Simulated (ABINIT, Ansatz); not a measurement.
## BaTiO3 (P4mm): G0W0 on several meshes in ABINIT

Aim: the GW shift of BaTiO3 (P4mm) against the k mesh.

Method: PBE and many-body steps on it, plane waves, in ABINIT 10.8.3.

The database entry behind the starting cell differs from later determinations by our own check (c/a about 0.6 % short), so it need not match the best structure at ambient conditions.

### 1. Starting point

It takes space group P4mm (No. 99, tetragonal). Conventional cell: a = 4.000 Å, b = 4.000 Å, c = 4.018 Å, α = 90.00°, β = 90.00°, γ = 90.00°. Nearest to Ba lie 12 O at 2.79 to 2.88 Å. Ti has 6 O at 1.89 to 2.13 Å nearest. O has 2 Ti at 1.89 to 2.13 Å and 4 Ba at 2.83 Å nearest. O has 2 Ti at 2.00 Å and 4 Ba at 2.79 to 2.88 Å nearest. Farther neighbours and most contacts between anions are not listed.

As a file:

```cif
data_structure
_symmetry_space_group_name_H-M 'P4mm'
_symmetry_Int_Tables_number 99
_cell_length_a 3.9998
_cell_length_b 3.9998
_cell_length_c 4.0180
_cell_angle_alpha 90.000
_cell_angle_beta 90.000
_cell_angle_gamma 90.000
_cell_volume 64.28
loop_
_atom_site_label
_atom_site_type_symbol
_atom_site_symmetry_multiplicity
_atom_site_Wyckoff_symbol
_atom_site_fract_x
_atom_site_fract_y
_atom_site_fract_z
_atom_site_occupancy
Ba1 Ba 1 a 0.00000 0.00000 0.00000 1
Ti1 Ti 1 b 0.50000 0.50000 0.49000 1
O1 O 1 b 0.50000 0.50000 0.01900 1
O2 O 2 c 0.50000 0.00000 0.51700 1
```

The cell and positions come from the Crystallography Open Database and are kept as given unless a step says otherwise. Spin-orbit coupling is left out unless a step names it.

### 2. Empty states on the mesh, 4×4×4 mesh, 440 bands

This step: ABINIT 10.8.3; DFT, PBE, plane waves, norm-conserving pseudopotentials.

The sums over transitions need many empty states on a uniform mesh; this step solves for them.

Contents of run.abi:

```
acell 3*1.0 Angstrom
rprim 
  3.999800000000 0.000000000000 0.000000000000
  0.000000000000 3.999800000000 0.000000000000
  0.000000000000 0.000000000000 4.018000000000
ntypat 3
znucl 56 22 8
natom 5
typat 1 2 3 3 3
xred 
  0.000000000000 0.000000000000 0.000000000000
  0.500000000000 0.500000000000 0.490000000000
  0.500000000000 0.500000000000 0.019000000000
  0.500000000000 0.000000000000 0.517000000000
  0.000000000000 0.500000000000 0.517000000000
pp_dirpath "pseudos"
pseudos "Ba.upf, Ti.upf, O.upf"
ecut 38
ngkpt 4 4 4
nshiftk 1
shiftk 0 0 0
kptopt 1
chksymbreak 0
irdden 1
istwfk *1
nband 440
prtvol 0
optdriver 6
gwr_task "HDIAGO"
paral_kgb 0
occopt 1
indata_prefix "in"
outdata_prefix "out"
tmpdata_prefix "tmp"
```

On the command line:

```
> OMP_NUM_THREADS=1 mpirun -n 16 abinit run.abi > log
```

Output:

```text
.Version 10.8.3 of ABINIT. v10.8.2 released Aug 2026.

 Symmetries : space group P4 m m (# 99); Bravais tP (primitive tetrag.)
[... echo of the input left out ...]
== DATASET  1 ==================================================================
-   mpi_nproc: 16, omp_nthreads: 1 (-1 if OMP is not activated)

--- !DatasetInfo
iteration_state: {dtset: 1, }
dimensions: {natom: 5, nkpt: 18, mband: 440, nsppol: 1, nspinor: 1, nspden: 1, mpw: 4929, }
cutoff_energies: {ecut:  38.0, pawecutdg:  -1.0, }
[...]
Indirect band gap semiconductor
 Fundamental gap:     1.826 (eV)
   VBM:     6.633 (eV) at k: [ 5.0000E-01,  5.0000E-01,  5.0000E-01]
   CBM:     8.459 (eV) at k: [ 0.0000E+00,  0.0000E+00,  0.0000E+00]
 Direct gap:         2.106 (eV) at k: [ 0.0000E+00,  0.0000E+00,  0.0000E+00]

== END DATASET(S) ==============================================================
================================================================================

 -outvars: echo values of variables after computation  --------
           etotal      0.0000000000E+00
            nband         440
             nkpt          18
          spgroup          99
 [... the other variables as echoed above ...]

 Calculation completed.
```

The job ended after 7.3 min (16 MPI ranks of Arm Neoverse N1, shared host; peak memory 21 GiB).

This step gave:

* gap: 1.826 eV
* k of the valence top: 0.5, 0.5, 0.5
* k of the conduction bottom: 0, 0, 0
* least direct gap: 2.106 eV
* k points computed: 18
* lowest point of the top converged band, above the valence top: 184.4447 eV

On this mesh the gap is 1.826 eV.

The density comes from a self-consistent run that is not shown.

### 3. Screening, 4×4×4 mesh, 188 bands, screening to 176.9 eV

The RPA dielectric matrix is built and inverted for each q.

This step: RPA screening on PBE, plane waves, norm-conserving pseudopotentials.

run.abi: that of step 2 with these lines changed.

```diff
@@ -23,10 +23,11 @@
 chksymbreak 0
-irdden 1
 istwfk *1
-nband 440
-prtvol 0
-optdriver 6
-gwr_task "HDIAGO"
-paral_kgb 0
 occopt 1
+irdwfk 1
+optdriver 3
+nband 188
+ecuteps 6.5
+inclvkb 2
+awtr 1
+symchi 1
 indata_prefix "in"
```

Output:

```text
.Version 10.8.3 of ABINIT. v10.8.2 released Aug 2026.

 Symmetries : space group P4 m m (# 99); Bravais tP (primitive tetrag.)
[... echo of the input left out ...]
== DATASET  1 ==================================================================
-   mpi_nproc: 16, omp_nthreads: 1 (-1 if OMP is not activated)

--- !DatasetInfo
iteration_state: {dtset: 1, }
dimensions: {natom: 5, nkpt: 18, mband: 188, nsppol: 1, nspinor: 1, nspden: 1, mpw: 4929, }
cutoff_energies: {ecut:  38.0, pawecutdg:  -1.0, }
electrons: {nelect:   4.00000000E+01, charge:   0.00000000E+00, occopt:   1.00000000E+00, tsmear:   1.00000000E-02, }

 SCREENING: Calculation of the susceptibility and dielectric matrices

 Based on a program developped by R.W. Godby, V. Olevano, G. Onida, and L. Reining.
 Incorporated in ABINIT by V. Olevano, G.-M. Rignanese, and M. Torrent.
.Using double precision arithmetic ; gwpc =  8

[... cell and pseudopotentials left out ...]
--------------------------------------------------------------------------------

 ==== K-mesh for the wavefunctions ====
 Number of points in the irreducible wedge :    18
[... list of points left out ...]
 Together with  8 symmetry operations and time-reversal symmetry
 yields    64 points in the full Brillouin Zone.

 ==== Q-mesh for the screening function ====
 Number of points in the irreducible wedge :    18
[... list of points left out ...]
 Together with  8 symmetry operations and time-reversal symmetry
 yields    64 points in the full Brillouin Zone.

 setmesh: FFT mesh size selected  =    30x   30x   30
          total number of points  =        27000

 vcoul_init : cutoff-mode = AUXILIARY_FUNCTION
 q-points for optical limit:   1
     1)      0.000010    0.000020    0.000030

- screening: taking advantage of time-reversal symmetry
- Maximum band index for partially occupied states nbvw = 20
- Remaining bands to be divided among processors   nbcw = 168
- Number of bands treated by each node ~10

 Number of electrons calculated from density =   40.0000; Expected =   40.0000
 average of density, n =  0.092210
 r_s =    1.3731
 omega_plasma =   29.2917 [eV]

 calculating chi0 at frequencies [eV] :
  1    0.000000E+00    0.000000E+00
  2    0.000000E+00    2.929166E+01

--------------------------------------------------------------------------------
  q-point number  1        q = ( 0.000000, 0.000000, 0.000000) [r.l.u.]
--------------------------------------------------------------------------------
[... chi0 elements left out ...]
 For q-point:  0.000010 0.000020 0.000030
  dielectric constant =   6.1776
  dielectric constant without local fields =   6.7445

  Average fulfillment of the sum rule on Im[epsilon] for q-point    1 :     75.14  [%]
[... wings left out ...]
  q-point number  2        q = ( 0.250000, 0.000000, 0.000000) [r.l.u.]
--------------------------------------------------------------------------------
[... chi0 elements left out ...]
  Average fulfillment of the sum rule on Im[epsilon] for q-point    2 :     84.01  [%]

 [... 16 further q-points ...]
```

Run time: 6.2 min. Hardware: 16 MPI ranks; peak memory 5.9 GiB; 1.7 h of CPU time.

This step gave:

- ε∞ with local fields, on this mesh, along the program's q direction: 6.178
- the same without local fields: 6.745
- plasma frequency: 29.29 eV
- plane waves in the screening matrix: 341

Local fields lower ε∞ by 8 %. On a Γ-centred mesh this coarse the value itself is usually too large, while a short band sum pulls it down.

### 4. 4×4×4

The self-energy is evaluated for the states that the input lists, and the levels follow from it, in one-shot runs by the linearised quasiparticle equation.

This step: G0W0 on PBE, plane waves, norm-conserving pseudopotentials.

run.abi: that of step 3 with these lines changed.

```diff
@@ -26,8 +26,17 @@
 irdwfk 1
-optdriver 3
+optdriver 4
 nband 188
+gwcalctyp 0
+ecutsigx 38
+symsigma 1
+nkptgw 2
+kptgw 
+  0.5000000000 0.5000000000 0.5000000000
+  0.0000000000 0.0000000000 0.0000000000
+bdgw 
+  18 23
+  19 23
 ecuteps 6.5
-inclvkb 2
-awtr 1
-symchi 1
+irdscr 1
+ppmodel 1
 indata_prefix "in"
```

Output:

```text
.Version 10.8.3 of ABINIT. v10.8.2 released Aug 2026.

 Symmetries : space group P4 m m (# 99); Bravais tP (primitive tetrag.)
[... echo of the input left out ...]
== DATASET  1 ==================================================================
-   mpi_nproc: 16, omp_nthreads: 1 (-1 if OMP is not activated)

--- !DatasetInfo
iteration_state: {dtset: 1, }
dimensions: {natom: 5, nkpt: 18, mband: 188, nsppol: 1, nspinor: 1, nspden: 1, mpw: 4929, }
cutoff_energies: {ecut:  38.0, pawecutdg:  -1.0, }
electrons: {nelect:   4.00000000E+01, charge:   0.00000000E+00, occopt:   1.00000000E+00, tsmear:   1.00000000E-02, }

 SIGMA: Calculation of the GW corrections

 Based on a program developped by R.W. Godby, V. Olevano, G. Onida, and L. Reining.
 Incorporated in ABINIT by V. Olevano, G.-M. Rignanese, and M. Torrent.
.Using double precision arithmetic ; gwpc =  8

[... cell and pseudopotentials left out ...]
--------------------------------------------------------------------------------

 ==== K-mesh for the wavefunctions ====
 Number of points in the irreducible wedge :    18
[... list of points left out ...]
 Together with  8 symmetry operations and time-reversal symmetry
 yields    64 points in the full Brillouin Zone.

 ==== Q-mesh for screening function ====
 Number of points in the irreducible wedge :    18
[... list of points left out ...]
 Together with  8 symmetry operations and time-reversal symmetry
 yields    64 points in the full Brillouin Zone.

 vcoul_init : cutoff-mode = AUXILIARY_FUNCTION
 q-points for optical limit:   1
     1)      0.000010    0.000020    0.000030
 setmesh: FFT mesh size selected  =    45x   45x   45
          total number of points  =        91125

 Number of electrons calculated from density =   40.0000; Expected =   40.0000
 average of density, n =  0.092210
 r_s =    1.3731
 omega_plasma =   29.2917 [eV]

 === KS Band Gaps ===
  >>>> For spin  1
   Minimum direct gap =   2.1061 [eV], located at k-point      :   0.0000  0.0000  0.0000
   Fundamental gap    =   1.8259 [eV], Top of valence bands at :   0.5000  0.5000  0.5000
                                       Bottom of conduction at :   0.0000  0.0000  0.0000
 SIGMA fundamental parameters:
 PLASMON POLE MODEL  1
 number of plane-waves for SigmaX                 4929
 number of plane-waves for SigmaC and W            341
 number of plane-waves for wavefunctions          4929
 number of bands                                   188
 number of independent spin polarizations            1
 number of spinorial components                      1
 number of k-points in IBZ                          18
 number of q-points in IBZ                          18
 number of symmetry operations                       8
 number of k-points in BZ                           64
 number of q-points in BZ                           64
 number of frequencies for dSigma/dE                 9
 frequency step for dSigma/dE [eV]                0.25
 number of omega for Sigma on real axis              0
 max omega for Sigma on real axis  [eV]           0.00
 zcut for avoiding poles [eV]                     0.10

 EPSILON^-1 parameters (SCR file):
 dimension of the eps^-1 matrix on file            341
 dimension of the eps^-1 matrix used               341
 number of plane-waves for wavefunctions          4929
 number of bands                                   188
 number of q-points in IBZ                          18
 number of frequencies                               2
 number of real frequencies                          1
 number of imag frequencies                          1

 matrix elements of self-energy operator (all in [eV])

 Perturbative Calculation

--- !SelfEnergy_ee
iteration_state: {dtset: 1, }
kpoint     : [   0.500,    0.500,    0.500, ]
spin       : 1
KS_gap     :    4.212
QP_gap     :    5.995
Delta_QP_KS:    1.784
data: !SigmaeeData |
     Band     E0 <VxcDFT>   SigX SigC(E0)      Z dSigC/dE  Sig(E)    E-E0       E
       18   6.549 -19.970 -25.000   4.879   0.762  -0.313 -20.085  -0.115   6.433
       19   6.549 -19.970 -25.000   4.879   0.762  -0.313 -20.085  -0.115   6.433
       20   6.633 -19.991 -25.032   4.912   0.761  -0.314 -20.090  -0.099   6.534
       21  10.844 -21.880 -13.200  -6.422   0.746  -0.340 -20.195   1.685  12.529
       22  10.844 -21.880 -13.200  -6.422   0.746  -0.340 -20.195   1.685  12.529
       23  10.845 -21.881 -13.129  -6.475   0.745  -0.342 -20.184   1.697  12.542

--- !SelfEnergy_ee
iteration_state: {dtset: 1, }
kpoint     : [   0.000,    0.000,    0.000, ]
spin       : 1
KS_gap     :    2.106
QP_gap     :    3.566
Delta_QP_KS:    1.460
data: !SigmaeeData |
     Band     E0 <VxcDFT>   SigX SigC(E0)      Z dSigC/dE  Sig(E)    E-E0       E
       19   6.353 -20.076 -24.606   4.380   0.768  -0.303 -20.191  -0.115   6.238
       20   6.353 -20.076 -24.606   4.380   0.768  -0.303 -20.191  -0.115   6.238
       21   8.459 -18.809 -11.399  -5.678   0.776  -0.288 -17.464   1.345   9.804
       22   8.671 -19.000 -11.886  -5.367   0.775  -0.291 -17.646   1.354  10.024
       23   8.671 -19.000 -11.886  -5.367   0.775  -0.291 -17.646   1.354  10.024

== END DATASET(S) ==============================================================
================================================================================

 -outvars: echo values of variables after computation  --------
           etotal      0.0000000000E+00
            nband         188
             nkpt          18
          spgroup          99
 [... the other variables as echoed above ...]

 Calculation completed.
```

Run time: 32 s. Hardware: 16 MPI ranks; peak memory 5 GiB; 8.4 min of CPU time.

This step gave:

```yaml
g0w0_gap_on_the_points_computed: 3.270 eV
starting_gap_on_the_mesh: 1.826 eV
k_of_the_valence_top: 0.5, 0.5, 0.5
k_of_the_conduction_bottom: 0, 0, 0
z_at_the_valence_top: 0.761
z_at_the_conduction_bottom: 0.776
least_direct_g0w0_gap_on_the_computed_points: 3.566 eV
```

The gap on the mesh goes from 1.83 eV to 3.27 eV, a correction of +1.44 eV.

### 5. Empty states on the mesh, 6×6×6 mesh, 196 bands

This step: DFT, PBE, plane waves, norm-conserving pseudopotentials.

run.abi: that of step 4 with these lines changed.

```diff
@@ -18,3 +18,3 @@
 ecut 38
-ngkpt 4 4 4
+ngkpt 6 6 6
 nshiftk 1
@@ -23,20 +23,10 @@
 chksymbreak 0
+irdden 1
 istwfk *1
+nband 196
+prtvol 0
+optdriver 6
+gwr_task "HDIAGO"
+paral_kgb 0
 occopt 1
-irdwfk 1
-optdriver 4
-nband 188
-gwcalctyp 0
-ecutsigx 38
-symsigma 1
-nkptgw 2
-kptgw 
-  0.5000000000 0.5000000000 0.5000000000
-  0.0000000000 0.0000000000 0.0000000000
-bdgw 
-  18 23
-  19 23
-ecuteps 6.5
-irdscr 1
-ppmodel 1
 indata_prefix "in"
```

Output:

```text
[banner, memory and clock lines left out]
.Version 10.8.3 of ABINIT. v10.8.2 released Aug 2026.

 Symmetries : space group P4 m m (# 99); Bravais tP (primitive tetrag.)
[... echo of the input left out ...]
== DATASET  1 ==================================================================
-   mpi_nproc: 16, omp_nthreads: 1 (-1 if OMP is not activated)

--- !DatasetInfo
iteration_state: {dtset: 1, }
dimensions: {natom: 5, nkpt: 40, mband: 196, nsppol: 1, nspinor: 1, nspden: 1, mpw: 4929, }
cutoff_energies: {ecut:  38.0, pawecutdg:  -1.0, }
[...]
Integrated=    4.0000E+01

 === KS gaps after direct diagonalization ===
 Indirect band gap semiconductor
 Fundamental gap:     1.826 (eV)
   VBM:     6.633 (eV) at k: [ 5.0000E-01,  5.0000E-01,  5.0000E-01]
   CBM:     8.459 (eV) at k: [ 0.0000E+00,  0.0000E+00,  0.0000E+00]
 Direct gap:         2.106 (eV) at k: [ 0.0000E+00,  0.0000E+00,  0.0000E+00]

== END DATASET(S) ==============================================================

 -outvars: echo values of variables after computation  --------
           etotal      0.0000000000E+00
            nband         196
             nkpt          40
          spgroup          99
 [... the other variables as echoed above ...]

 Calculation completed.
```

Elapsed: 8.6 min, on 16 MPI ranks; peak memory 21 GiB; 2.3 h of CPU time.

This step gave:

```
gap                                                           : 1.826 eV
k of the valence top                                          : 0.5, 0.5, 0.5
k of the conduction bottom                                    : 0, 0, 0
least direct gap                                              : 2.106 eV
k points computed                                             : 40
lowest point of the top converged band, above the valence top : 97.9178 eV
```

On this mesh the gap is 1.826 eV.

### 6. Screening, 6×6×6 mesh, 188 bands, screening to 176.9 eV

This step: RPA screening on PBE, plane waves, norm-conserving pseudopotentials.

run.abi: that of step 5 with these lines changed.

```diff
@@ -23,10 +23,11 @@
 chksymbreak 0
-irdden 1
 istwfk *1
-nband 196
-prtvol 0
-optdriver 6
-gwr_task "HDIAGO"
-paral_kgb 0
 occopt 1
+irdwfk 1
+optdriver 3
+nband 188
+ecuteps 6.5
+inclvkb 2
+awtr 1
+symchi 1
 indata_prefix "in"
```

Output:

```text
.Version 10.8.3 of ABINIT. v10.8.2 released Aug 2026.

 Symmetries : space group P4 m m (# 99); Bravais tP (primitive tetrag.)
[... echo of the input left out ...]
== DATASET  1 ==================================================================
-   mpi_nproc: 16, omp_nthreads: 1 (-1 if OMP is not activated)

--- !DatasetInfo
iteration_state: {dtset: 1, }
dimensions: {natom: 5, nkpt: 40, mband: 188, nsppol: 1, nspinor: 1, nspden: 1, mpw: 4929, }
cutoff_energies: {ecut:  38.0, pawecutdg:  -1.0, }
electrons: {nelect:   4.00000000E+01, charge:   0.00000000E+00, occopt:   1.00000000E+00, tsmear:   1.00000000E-02, }

 SCREENING: Calculation of the susceptibility and dielectric matrices

 Based on a program developped by R.W. Godby, V. Olevano, G. Onida, and L. Reining.
 Incorporated in ABINIT by V. Olevano, G.-M. Rignanese, and M. Torrent.
.Using double precision arithmetic ; gwpc =  8

[... cell and pseudopotentials left out ...]
--------------------------------------------------------------------------------

 ==== K-mesh for the wavefunctions ====
 Number of points in the irreducible wedge :    40
[... list of points left out ...]
 Together with  8 symmetry operations and time-reversal symmetry
 yields   216 points in the full Brillouin Zone.

 ==== Q-mesh for the screening function ====
 Number of points in the irreducible wedge :    40
[... list of points left out ...]
 Together with  8 symmetry operations and time-reversal symmetry
 yields   216 points in the full Brillouin Zone.

 setmesh: FFT mesh size selected  =    30x   30x   30
          total number of points  =        27000

 vcoul_init : cutoff-mode = AUXILIARY_FUNCTION
 q-points for optical limit:   1
     1)      0.000010    0.000020    0.000030

- screening: taking advantage of time-reversal symmetry
- Maximum band index for partially occupied states nbvw = 20
- Remaining bands to be divided among processors   nbcw = 168
- Number of bands treated by each node ~10

 Number of electrons calculated from density =   40.0000; Expected =   40.0000
 average of density, n =  0.092210
 r_s =    1.3731
 omega_plasma =   29.2917 [eV]

 calculating chi0 at frequencies [eV] :
  1    0.000000E+00    0.000000E+00
  2    0.000000E+00    2.929166E+01

--------------------------------------------------------------------------------
  q-point number  1        q = ( 0.000000, 0.000000, 0.000000) [r.l.u.]
--------------------------------------------------------------------------------
[... chi0 elements left out ...]
 For q-point:  0.000010 0.000020 0.000030
  dielectric constant =   5.9709
  dielectric constant without local fields =   6.5226

  Average fulfillment of the sum rule on Im[epsilon] for q-point    1 :     75.16  [%]
[... wings left out ...]
  q-point number  2        q = ( 0.166667, 0.000000, 0.000000) [r.l.u.]
--------------------------------------------------------------------------------
[... chi0 elements left out ...]
  Average fulfillment of the sum rule on Im[epsilon] for q-point    2 :     86.69  [%]

 [... 38 further q-points ...]
```

It took 33 min on 16 MPI ranks; peak memory 12 GiB.

This step gave:

```yaml
eps_infinity_with_local_fields_on_this_mesh_along_the_program_s_q_direction: 5.971
the_same_without_local_fields: 6.523
plasma_frequency: 29.29 eV
plane_waves_in_the_screening_matrix: 341
```

(Continued in part 2 of 2.)

[Paths, hosts, dates, memory and timing lines, banners, echoed tables and standing remarks are left out of the program output.]

[Logs are printed without paths, hosts, clocks, repeated set-up lines and the standing remarks that a program may print on its own settings, such as how far it seeks lower states.]

[Runs of the session that timed out or met a known fault of the program may be left out.]

[No measured gap is set beside runs whose start may be inverted or whose files or cutoffs have a known fault.]

[Hosts, paths, dates, database ids (printed as entryN), source tags and the programs' standing remarks are cut or masked in the printed files.]

[G0W0 gaps are taken among the corrected bands and points alone; a level outside them can change the order at an edge.]

[Where Ansatz stands beside ABINIT at settings called matched, ABINIT's density can come from a denser mesh and the files from another edition; pairs whose starting gaps differed by over 0.03 eV were left out, so agreement reads better than it is.]
